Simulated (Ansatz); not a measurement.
# Potential energy on cooling a melt of Bi2Te19O41 (186 atoms)

Calculated with Ansatz 0.2.0: Kohn-Sham DFT, r2SCAN+D3(BJ), PAW (set soft_2), plane waves; cutoff 500 eV, Γ point, fermi-dirac smearing of 0.116 eV. A melt made by DFT dynamics from a random start is cooled at fixed volume, with the thermostat ramped from 1350 to 300 K at 1944 K/ps; the atoms lag behind it. The run is cut into twelve blocks of equal length; the table gives means over the six coldest, with energies counted from the coldest.

| mean temperature (K) | potential energy (meV/atom) |
| --- | --- |
| 538 | 0 |
| 639 | 14.31 |
| 747 | ? |
| 827 | 49.91 |
| 940 | 71.21 |
| 1015 | 95.28 |

Task: Fit a straight line to the rows given and interpolate to the withheld row.

Worked fit:

For a solid that vibrates harmonically, the potential energy per atom rises as (3/2) k_B T, a line in u = T with slope 0.1293 meV/K.

| u = T (K) | v (meV/atom) |
| --- | --- |
| 538.002 | 0 |
| 639.079 | 14.3064 |
| 827.446 | 49.9085 |
| 940.331 | 71.2095 |
| 1014.75 | 95.2791 |

With n = 5: mean u = 791.922, mean v = 46.1407, Σ(u − ū)² = 160776.03, Σ(u − ū)(v − v̄) = 31385.42. Slope b = 31385.42 / 160776.03 = 0.19521; intercept a = v̄ − b ū = -108.45.

At T = 746.8 K, v = a + b u.

Prediction at 747: 37.33 meV/atom. The run gave 36.74 meV/atom, so the fit is high by 0.59 meV/atom (1.6 % of the value).

The slope, 0.195 meV/K, is 1.5 times the harmonic value, so anharmonic motion and continued settling of the structure add to it. Over the five hottest of the twelve blocks the slope is 0.205 meV/K. Among the rows given, the largest miss of the fit is at 1015, by 5.6 meV/atom (5.9 % of the range of the table).

Limits: At this rate the structure lags behind the temperature, and block means over so few atoms scatter. Classical nuclei: no zero-point motion.

[Hosts, paths, dates, database ids (printed as entryN), source tags and the programs' standing remarks are cut or masked in the printed files.]
